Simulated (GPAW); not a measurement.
**Quasiparticle gap of MgO2 (R-3m) in GPAW**

Aim: the G0W0 gap of MgO2 (R-3m) on LDA, step by step.

Main program and level: GPAW 26.7.0; LDA and many-body steps on it, plane waves.

## 1. The structure

Symmetry: R-3m, No. 166, trigonal system. Conventional cell: a = 3.210 Å, b = 3.210 Å, c = 10.482 Å, α = 90.00°, β = 90.00°, γ = 120.00°. Nearest to Mg lie 6 O at 2.11 Å. O has 1 O at 1.49 Å and 3 Mg at 2.11 Å nearest. Farther neighbours and most contacts between anions are not listed.

The cell and positions are those that the Materials Project relaxed with its own functionals (PBE, PBE+U or r2SCAN), kept fixed.

## 2. Ground state

This step: GPAW 26.7.0; DFT, LDA, plane waves, PAW.

The ground-state density comes first.

run.py

```python
import json
import numpy as np
from gpaw.mpi import world
from ase import Atoms
from gpaw import GPAW, PW, FermiDirac

atoms = Atoms(['Mg', 'O', 'O'],
    cell=[[1.6047610160, 0.9265092046, 3.4939788749],
      [-1.6047610160, 0.9265092046, 3.4939788749],
      [0.0000000000, -1.8530184092, 3.4939788749]],
    scaled_positions=[[0.0000000000, 0.0000000000, 0.0000000000],
      [0.4287860000, 0.4287860000, 0.4287860000],
      [0.5712140000, 0.5712140000, 0.5712140000]],
    pbc=(True, True, True))
calc = GPAW(mode=PW(600),
    xc='LDA',
    kpts={'size': (8, 8, 8), 'gamma': True},
    occupations=FermiDirac(0.001),
    nbands=-7,
    convergence={'density': 1e-6, 'bands': -3},
    maxiter=100,
    txt='gs.txt')
atoms.calc = calc
res = {'energy': atoms.get_potential_energy()}
kpts = calc.get_ibz_k_points()
res['kpts'] = kpts
res['eigenvalues'] = [calc.get_eigenvalues(kpt=k) for k in range(len(kpts))]
res['n_electrons'] = calc.get_number_of_electrons()
calc.write('gs.gpw')

if world.rank == 0:
    with open('result.json', 'w') as f:
        json.dump(res, f, default=lambda x: x.tolist())
```

Started as:

```
> mpirun -n 4 gpaw python run.py
```

The program printed:

```text
__  _  _
 | _ |_)|_||  |
 |__||  | ||/\| - 26.7.0

Input parameters:
  mode=PW(ecut=600.0),
  convergence={'density': 1e-06, 'bands': -3},
  kpts=MonkhorstPack(size=(8, 8, 8), gamma=True),
  maxiter=100,
  nbands=-7,
  occupations=Occupations(name='fermi-dirac', width=0.001, fixmagmom=False),
  xc=XC(name='LDA')
  [... matrices ...]
Diagonalizing LCAO Hamiltonian
Converting LCAO to pw mode

       O

       O

       Mg

Atoms  # Å, Bohr magnetons
|   | symbol |         x |         y |        z |    initial magnetic moments |
| 0 |     Mg |  0.000000 |  0.000000 | 0.000000 | ( 0.0000,  0.0000,  0.0000) |
| 1 |      O | -0.000000 | -0.000000 | 4.494508 | ( 0.0000,  0.0000,  0.0000) |
| 2 |      O |  0.000000 |  0.000000 | 5.987429 | ( 0.0000,  0.0000,  0.0000) |

Unit cell  # Å
| periodic |         x |         y |        z |  lengths |    angles |
|      yes |  1.604761 |  0.926509 | 3.493979 | 3.954942 | 47.877643 |
|      yes | -1.604761 |  0.926509 | 3.493979 | 3.954942 | 47.877643 |
|      yes |  0.000000 | -1.853018 | 3.493979 | 3.954942 | 47.877643 |

Number of symmetries: 12
Symmetry operations  # r_c * U_cc + t_c -> r_c
|    | kind |            matrix            |
|  0 |  E   |  1, 0, 0,  0, 1, 0,  0, 0, 1 |
|  1 |  σ   |  1, 0, 0,  0, 0, 1,  0, 1, 0 |
|  2 |  σ   |  0, 1, 0,  1, 0, 0,  0, 0, 1 |
|  3 |  C3  |  0, 1, 0,  0, 0, 1,  1, 0, 0 |
|  4 |  C3  |  0, 0, 1,  1, 0, 0,  0, 1, 0 |
|  5 |  σ   |  0, 0, 1,  0, 1, 0,  1, 0, 0 |
|  6 |  C2  |  0, 0,-1,  0,-1, 0, -1, 0, 0 |
|  7 |  S6  |  0, 0,-1, -1, 0, 0,  0,-1, 0 |
|  8 |  S6  |  0,-1, 0,  0, 0,-1, -1, 0, 0 |
|  9 |  C2  |  0,-1, 0, -1, 0, 0,  0, 0,-1 |
| 10 |  C2  | -1, 0, 0,  0, 0,-1,  0,-1, 0 |
| 11 |  i   | -1, 0, 0,  0,-1, 0,  0, 0,-1 |

BZ-sampling:
  Number of BZ points: 512
  Number of IBZ points: 65

  Monkhorst-Pack size: [8, 8, 8]
  Monkhorst-Pack shift: [0.0625, 0.0625, 0.0625]

K-points  # in reciprocal-cell coordinates
|     |                                coordinates |     weight |
|   0 | (  0.00000000,   0.00000000,   0.00000000) | 0.00195312 |
|   1 | (  0.12500000,   0.00000000,  -0.12500000) | 0.01171875 |
|   2 | (  0.12500000,   0.00000000,   0.00000000) | 0.01171875 |
|   3 | (  0.12500000,   0.12500000,  -0.12500000) | 0.01171875 |
|   4 | (  0.12500000,   0.12500000,   0.00000000) | 0.01171875 |
|   5 | (  0.12500000,   0.12500000,   0.12500000) | 0.00390625 |
|   6 | (  0.25000000,  -0.12500000,  -0.12500000) | 0.01171875 |
|   7 | (  0.25000000,   0.00000000,  -0.25000000) | 0.01171875 |
|   8 | (  0.25000000,   0.00000000,  -0.12500000) | 0.02343750 |
|   9 | (  0.25000000,   0.00000000,   0.00000000) | 0.01171875 |
| ... |                                            |            |
|  64 | (  0.50000000,   0.50000000,   0.50000000) | 0.00195312 |

Plane wave coefficients: 1058
Cutoff: 600.0 eV

Spin-components: 1 (collinear spins)
Bands:           18
Projectors:      15
Spin-degeneracy: 2
Datatype:        complex128

  Storage: CPU
  Wave functions: 18_776_160 bytes (4_694_040 per core)
  Projectors: 22_948_640 bytes (5_737_160 per core)
  [... matrices ...]
Parallelization:
  kpt:    4
  domain: 1
  band:   1

Density:
  Valence electrons: 22.0
  Components: 1
  Grid points: [24 24 24]
  Charge: 0.0  # |e|

Potential:
  Grid points: [24 24 24]

species:
  Mg:
    name:    Magnesium
    Z:       12.0
    valence: 10
    core:    2
    charge:  0.0  # [|e|]
    compensation charges:
      type: gauss
      rc: 0.33  # [Å]
      lmax: 2
    cutoffs:
      filter: 1.86  # [Å]
      core: 0.54  # [Å]
    projectors
    | kind |    occ | energy [eV] | rcut [Å] |
    |   2s |  2.000 |     -79.291 |    1.090 |
    |   3s |  2.000 |      -4.782 |    1.090 |
    |   2p |  6.000 |     -46.725 |    1.085 |
    |   3p |  0.000 |      -1.374 |    1.085 |
    |    d |        |       0.000 |    1.037 |

    Using partial waves for Mg as LCAO basis

  O:
    name:    Oxygen
    Z:       8.0
    valence: 6
    core:    2
    charge:  0.0  # [|e|]
    compensation charges:
      type: gauss
      rc: 0.21  # [Å]
      lmax: 2
    cutoffs:
      filter: 1.17  # [Å]
      core: 0.83  # [Å]
    projectors
    | kind |    occ | energy [eV] | rcut [Å] |
    |   2s |  2.000 |     -23.752 |    0.688 |
    |   2p |  4.000 |      -9.195 |    0.598 |
    |    s |        |       3.459 |    0.688 |
    |    p |        |      18.016 |    0.598 |
    |    d |        |       0.000 |    0.619 |

    Using partial waves for O as LCAO basis

Reference energy: -9483.046153  # eV

eigensolver:
  PPCG
  Converge bands: -3
  niter=2

density mixing:
  MSR1-Mixer
  Pratt-step length: 0.05
  Maximum mixing coefficient: 0.75
  Old densities: 10
  SVD Regularization: 0.005
  Good broyden scale: 1.0
  Trust region scale: 1.0
  Backstep threshold: 4.0
  History deletion threshold: 6.0
  Fourier metric: weight=20.0, sigma=0.015

occupation numbers:
  Fermi-Dirac:
    width: 0.0010  # eV

poisson solver:
  ecut: 4800.0  # eV

xc functional:
  name: None

Initialization done in: 1.303 s

convergence criteria:
- Maximum integral of absolute [dens]ity change: 1e-06 electrons / valence electron
- Maximum [total energy] change in last 3 cyles: 0.0005 eV / valence electron
- Maximum integral of absolute [eigenst]ate change: 4e-08 eV^2 / valence electron
maximum number of iterations: 100

SCF iterations
|iter     |     time |      energy | eigst |  dens |
|iter:   1|  |  -20.033878 | +0.74 |       |
|iter:   2|  |  -19.785034 | -0.75 | -0.99 |
|iter:   3|  |  -18.734540 | -1.26 | -1.03 |
|iter:   4|  |  -18.710741 | -2.75 | -1.65 |
|iter:   5|  |  -18.708359 | -3.41 | -2.14 |
|iter:   6|  |  -18.708354c| -5.30 | -2.96 |
|iter:   7|  |  -18.708357c| -6.52 | -3.46 |
|iter:   8|  |  -18.708357c| -8.40c| -4.55 |
|iter:   9|  |  -18.708357c| -8.24c| -5.12 |
|iter:  10|  |  -18.708357c| -9.14c| -6.08c|

Converged in 10 steps
SCF loop duration: 5.650 s (0.565 s/step)
Energy contributions relative to reference atoms: (reference = -9483.046153)
  [... matrices ...]
Energy contributions:
  Kinetic:          11.618180
  Coulomb:         -10.571314
  Zero:              0.210447
  External:          0.000000
  Xc:              -19.965671
  Entropy:          -0.000000
  Spinorbit:         0.000000
  ----------------------------
  Free energy:     -18.708357
  Extrapolated:    -18.708357

dipole moment: (0.000000, -0.000000, -15.150130)  # |e|*Ang

Fermi level: 3.761
Eigenvalues  # (at kpt = [0.000, 0.000, 0.000])
| band index |      eig [eV] | occ [0-2] |
|          0 |       -69.082 |     2.000 |
|        ... |               |           |
|          3 |       -36.521 |     2.000 |
|          4 |       -17.358 |     2.000 |
|          5 |       -10.517 |     2.000 |
|          6 |        -4.060 |     2.000 |
|          7 |         0.371 |     2.000 |
|          8 |         0.371 |     2.000 |
|          9 |         2.885 |     2.000 |
|         10 |         2.885 |     2.000 |
|         11 |         8.058 |     0.000 |
|         12 |         8.399 |     0.000 |
|         13 |        15.542 |     0.000 |
|         14 |        17.334 |     0.000 |
|         15 |        18.215 |     0.000 |
|         16 |        18.215 |     0.000 |
|         17 |        19.944 |     0.000 |

Gap: 2.196 eV
Transition (v -> c):
  (s=0, k=64, n=10, [0.50, 0.50, 0.50]) -> (s=0, k=64, n=11, [0.50, 0.50, 0.50])
No difference between direct/indirect transitions
# Writing to gs.gpw (mode='')
  [... matrices ...]
```

The job ended after 8.4 s (4 MPI ranks of Arm Neoverse V2, shared host; peak memory 0.68 GiB).

Numbers from this step:

| Quantity | Value |
| --- | --- |
| total energy | -18.71 eV |
| gap | 2.196 eV |
| k of the valence top | 0.5, 0.5, 0.5 |
| k of the conduction bottom | 0.5, 0.5, 0.5 |
| least direct gap | 2.196 eV |

The gap is direct, at (0.500, 0.500, 0.500).

## 3. Bands along the symmetry lines

The cheap functional maps the bands first; the places of the edges decide which points the dearer methods must see.

run.py

```python
import json
import numpy as np
from gpaw.mpi import world
from gpaw import GPAW

path = [[0.000000, 0.000000, 0.000000],
    [0.062500, 0.062500, 0.062500],
    [0.125000, 0.125000, 0.125000],
    [0.187500, 0.187500, 0.187500],
    [0.250000, 0.250000, 0.250000],
    [0.312500, 0.312500, 0.312500],
    [0.375000, 0.375000, 0.375000],
    [0.437500, 0.437500, 0.437500],
    [0.500000, 0.500000, 0.500000],
    [0.535807, 0.464193, 0.500000],
    [0.571614, 0.428386, 0.500000],
    [0.607421, 0.392579, 0.500000],
    [0.643228, 0.356772, 0.500000],
    [0.679035, 0.320965, 0.500000],
    [0.714842, 0.285158, 0.500000],
    [0.750649, 0.249351, 0.500000],
    [0.786455, 0.213545, 0.500000],
    [0.500000, -0.213545, 0.213545],
    [0.500000, -0.186851, 0.186851],
    [0.500000, -0.160158, 0.160158],
    [0.500000, -0.133465, 0.133465],
    [0.500000, -0.106772, 0.106772],
    [0.500000, -0.080079, 0.080079],
    [0.500000, -0.053386, 0.053386],
    [0.500000, -0.026693, 0.026693],
    [0.500000, 0.000000, 0.000000],
    [0.437500, 0.000000, 0.000000],
    [0.375000, 0.000000, 0.000000],
    [0.312500, 0.000000, 0.000000],
    [0.250000, 0.000000, 0.000000],
    [0.187500, 0.000000, 0.000000],
    [0.125000, 0.000000, 0.000000],
    [0.062500, 0.000000, 0.000000],
    [0.000000, 0.000000, 0.000000],
    [0.044597, -0.044597, 0.000000],
    [0.089193, -0.089193, 0.000000],
    [0.133790, -0.133790, 0.000000],
    [0.178386, -0.178386, 0.000000],
    [0.222983, -0.222983, 0.000000],
    [0.267579, -0.267579, 0.000000],
    [0.312176, -0.312176, 0.000000],
    [0.356772, -0.356772, -0.000000],
    [0.643228, 0.000000, 0.356772],
    [0.625324, 0.000000, 0.374676],
    [0.607421, 0.000000, 0.392579],
    [0.589517, 0.000000, 0.410483],
    [0.571614, 0.000000, 0.428386],
    [0.553710, 0.000000, 0.446290],
    [0.535807, 0.000000, 0.464193],
    [0.517903, 0.000000, 0.482097],
    [0.500000, 0.000000, 0.500000],
    [0.437500, 0.000000, 0.437500],
    [0.375000, 0.000000, 0.375000],
    [0.312500, 0.000000, 0.312500],
    [0.250000, 0.000000, 0.250000],
    [0.187500, 0.000000, 0.187500],
    [0.125000, 0.000000, 0.125000],
    [0.062500, 0.000000, 0.062500],
    [0.000000, 0.000000, 0.000000]]
calc = GPAW('gs.gpw').fixed_density(kpts=path,
    symmetry='off',
    nbands=21,
    convergence={'bands': 17},
    txt='bands.txt')
res = {}
kpts = calc.get_ibz_k_points()
res['kpts'] = kpts
res['eigenvalues'] = [calc.get_eigenvalues(kpt=k) for k in range(len(kpts))]
res['n_electrons'] = calc.get_number_of_electrons()

if world.rank == 0:
    with open('result.json', 'w') as f:
        json.dump(res, f, default=lambda x: x.tolist())
```

Started as:

```
> mpirun -n 4 gpaw python run.py
```

The program printed:

```text
Diagonalizing LCAO Hamiltonian
Converting LCAO to pw mode
convergence criteria:
- Maximum integral of absolute [eigenst]ate change: 4e-08 eV^2 / valence electron
maximum number of iterations: 100

SCF iterations
|iter     |     time |      energy | eigst |  dens |
|iter:   1|  |             | +1.88 |       |
|iter:   2|  |             | +0.30 |       |
|iter:   3|  |             | -0.81 |       |
|iter:   4|  |             | -2.81 |       |
|iter:   5|  |             | -4.27 |       |
|iter:   6|  |             | -6.04 |       |
|iter:   7|  |             | -7.13 |       |
|iter:   8|  |             | -8.26c|       |
SCF steps: 8
  __  _  _
 | _ |_)|_||  |
 |__||  | ||/\| - 26.7.0

Input parameters:
  mode=PW(ecut=600.0),
  convergence={'bands': 17},
  gpts=array([24, 24, 24]),
  kpts=KPoints(kpts=array([[ 0.      ,  0.      ,  0.      ],
         [ 0.0625  ,  0.0625  ,  0.0625  ],
         [ 0.125   ,  0.125   ,  0.125   ],
         [ 0.1875  ,  0.1875  ,  0.1875  ],
[...]
[ 0.535807,  0.464193,  0.5     ],
         [ 0.571614,  0.428386,  0.5     ],
         [ 0.607421,  0.392579,  0.5     ],
[...]
[ 0.5     , -0.213545,  0.213545],
         [ 0.5     , -0.186851,  0.186851],
         [ 0.5     , -0.160158,  0.160158],
[...]
[ 0.5     , -0.053386,  0.053386],
         [ 0.5     , -0.026693,  0.026693],
[...]
[ 0.312176, -0.312176,  0.      ],
         [ 0.356772, -0.356772, -0.      ],
         [ 0.643228,  0.      ,  0.356772],
         [ 0.625324,  0.      ,  0.374676],
         [ 0.607421,  0.      ,  0.392579],
         [ 0.589517,  0.      ,  0.410483],
         [ 0.571614,  0.      ,  0.428386],
[...]
[ 0.535807,  0.      ,  0.464193],
         [ 0.517903,  0.      ,  0.482097],
[...]
[ 0.125   ,  0.      ,  0.125   ],
         [ 0.0625  ,  0.      ,  0.0625  ],
         [ 0.      ,  0.      ,  0.      ]])),
  maxiter=100,
  nbands=21,
  occupations=Occupations(name='fermi-dirac', width=0.001, fixmagmom=False),
  parallel={},
  symmetry=Symmetry(point_group=False, time_reversal=False),
  xc=XC(name='LDA')
```

Run time: 7 s. Hardware: 4 MPI ranks; peak memory 0.71 GiB; 28 s of CPU time.

Numbers from this step:

* gap: 2.196 eV
* k of the valence top: 0.5, 0.5, 0.5
* k of the conduction bottom: 0.5, 0.5, 0.5
* least direct gap: 2.196 eV

The gap is 2.196 eV, as in the run before at this level.

The electronic bands at the labelled points (eV, zero at the top of the highest filled band):

```csv
point,band 8,band 9,band 10,band 11,band 12,band 13,band 14,band 15
Γ,-3.32,-3.32,-0.81,-0.81,4.37,4.71,11.85,13.64
halfway,-3.62,-3.62,-0.38,-0.38,3.01,5.47,9.34,13.97
T,-3.84,-3.84,0.00,0.00,2.20,4.72,9.16,13.89
halfway,-4.47,-4.15,-1.23,-0.20,2.94,6.69,9.95,11.22
H2,-5.11,-4.71,-2.09,-0.69,3.72,9.55,9.82,12.28
jump to H0,-5.11,-4.71,-2.09,-0.69,3.72,9.55,9.82,12.28
halfway,-5.82,-4.17,-1.70,-1.01,4.00,9.46,9.80,12.70
L,-6.10,-3.67,-1.28,-1.13,4.05,8.36,9.95,12.28
halfway,-4.71,-3.50,-1.09,-1.05,4.44,6.41,11.47,12.10
Γ,-3.32,-3.32,-0.81,-0.81,4.37,4.71,11.85,13.64
halfway,-4.74,-3.86,-1.42,-1.08,4.51,7.09,11.09,13.44
S0,-5.10,-5.00,-1.84,-0.89,3.81,9.30,10.44,12.21
jump to S2,-5.10,-5.00,-1.84,-0.89,3.81,9.30,10.44,12.21
halfway,-5.30,-4.66,-2.08,-0.37,3.53,8.17,10.64,12.13
F,-5.42,-4.35,-2.19,-0.13,3.41,7.53,10.74,12.11
halfway,-4.40,-3.90,-1.57,-0.42,3.96,6.69,10.89,11.50
Γ,-3.32,-3.32,-0.81,-0.81,4.37,4.71,11.85,13.64
```

The electronic bands as a text plot (rows in eV, shown from -8.0 to 8.2 only; labels by their first letter):

```
    7.9 |                       ++            +      +++++
    7.2 |            +            +          +            +
    6.5 |           +              +                       ++
    5.8 |          +                +      ++                +
    5.2 |++++++ +++                  +    +                   ++
    4.5 |      +                 ++++++++++++++++             +++
    3.8 |++            ++++++++++                +++++   +++++
    3.1 |  ++       +++                               +++
    2.5 |    +++++++
    1.8 |
    1.1 |
    0.4 |
   -0.2 |  *************                            **********
   -0.9 |**        **   ***********************  ***          ***
   -1.6 |            **    ******          *********      ****
   -2.3 |              ****                         ******
   -2.9 |
   -3.6 |**********          *****************             ******
   -4.3 |         *****   ***       *      ** ***    *********
   -5.0 |      ****   ****        **         ********   ***
   -5.6 |    **    ***   ****   **                   ***
   -6.3 |   *         ****** ***                  ********
   -7.0 |  *                *******           ****        ****
   -7.7 |**                        ***********                ***
         Γ     T       H|H     L        Γ        S|S   F        Γ
```

## 4. Empty states on the mesh, 4×4×4 mesh, 80 bands

The sums over transitions need many empty states on a uniform mesh; this step solves for them.

run.py

```python
import json
import numpy as np
from gpaw.mpi import world
from gpaw import GPAW

calc = GPAW('gs.gpw').fixed_density(kpts={'size': (4, 4, 4), 'gamma': True},
    parallel={'domain': 1, 'band': 1},
    txt='nscf.txt')
calc.diagonalize_full_hamiltonian(nbands=80)
calc.write('full.gpw', mode='all')
res = {}
kpts = calc.get_ibz_k_points()
res['kpts'] = kpts
res['eigenvalues'] = [calc.get_eigenvalues(kpt=k) for k in range(len(kpts))]
res['n_electrons'] = calc.get_number_of_electrons()

if world.rank == 0:
    with open('result.json', 'w') as f:
        json.dump(res, f, default=lambda x: x.tolist())
```

Started as:

```
> mpirun -n 4 gpaw python run.py
```

The program printed:

```text
Diagonalizing LCAO Hamiltonian
Converting LCAO to pw mode
convergence criteria:
- Maximum integral of absolute [eigenst]ate change: 4e-08 eV^2 / valence electron
maximum number of iterations: 100

SCF iterations
|iter     |     time |      energy | eigst |  dens |
|iter:   1|  |             | +0.83 |       |
|iter:   2|  |             | -0.64 |       |
|iter:   3|  |             | -1.93 |       |
|iter:   4|  |             | -3.44 |       |
|iter:   5|  |             | -4.58 |       |
|iter:   6|  |             | -6.08 |       |
|iter:   7|  |             | -7.09 |       |
|iter:   8|  |             | -7.74c|       |
SCF steps: 8
  __  _  _
 | _ |_)|_||  |
 |__||  | ||/\| - 26.7.0

Input parameters:
  mode=PW(ecut=600.0),
  convergence={'density': 1e-06, 'bands': -3},
  gpts=array([24, 24, 24]),
  kpts=MonkhorstPack(size=(4, 4, 4), gamma=True),
  maxiter=100,
  nbands=18,
  occupations=Occupations(name='fermi-dirac', width=0.001, fixmagmom=False),
  parallel={'domain': 1, 'band': 1},
  xc=XC(name='LDA')
Matrix size: 1048x1048
# Writing to full.gpw (mode='all')
  [... matrices ...]

timing:  # [seconds]
  Total: 4.552  # ━━━━━━━━━━━━━━━━━━━━━━━━━━━━━━━━━━━━━━━━━━━━━━━━━━━━━━━━━━━
```

Run time: 7.9 s. Hardware: 4 MPI ranks; peak memory 1.1 GiB.

Numbers from this step:

```yaml
gap: 2.196 eV
k_of_the_valence_top: 0.5, 0.5, 0.5
k_of_the_conduction_bottom: 0.5, 0.5, 0.5
least_direct_gap: 2.196 eV
k_points_computed: 13
lowest_point_of_the_top_converged_band_above_the_valence_top: 86.2840 eV
```

On this mesh the gap is 2.196 eV.

(Part 1 of 2 ends here.)

[Paths, hosts, dates, memory and timing lines, banners, echoed tables and standing remarks are left out of the program output.]

[Logs are printed without paths, hosts, clocks, repeated set-up lines and the standing remarks that a program may print on its own settings, such as how far it seeks lower states.]

[Runs of the session that timed out or met a known fault of the program may be left out.]

[Hosts, paths, dates, database ids (printed as entryN), source tags and the programs' standing remarks are cut or masked in the printed files.]
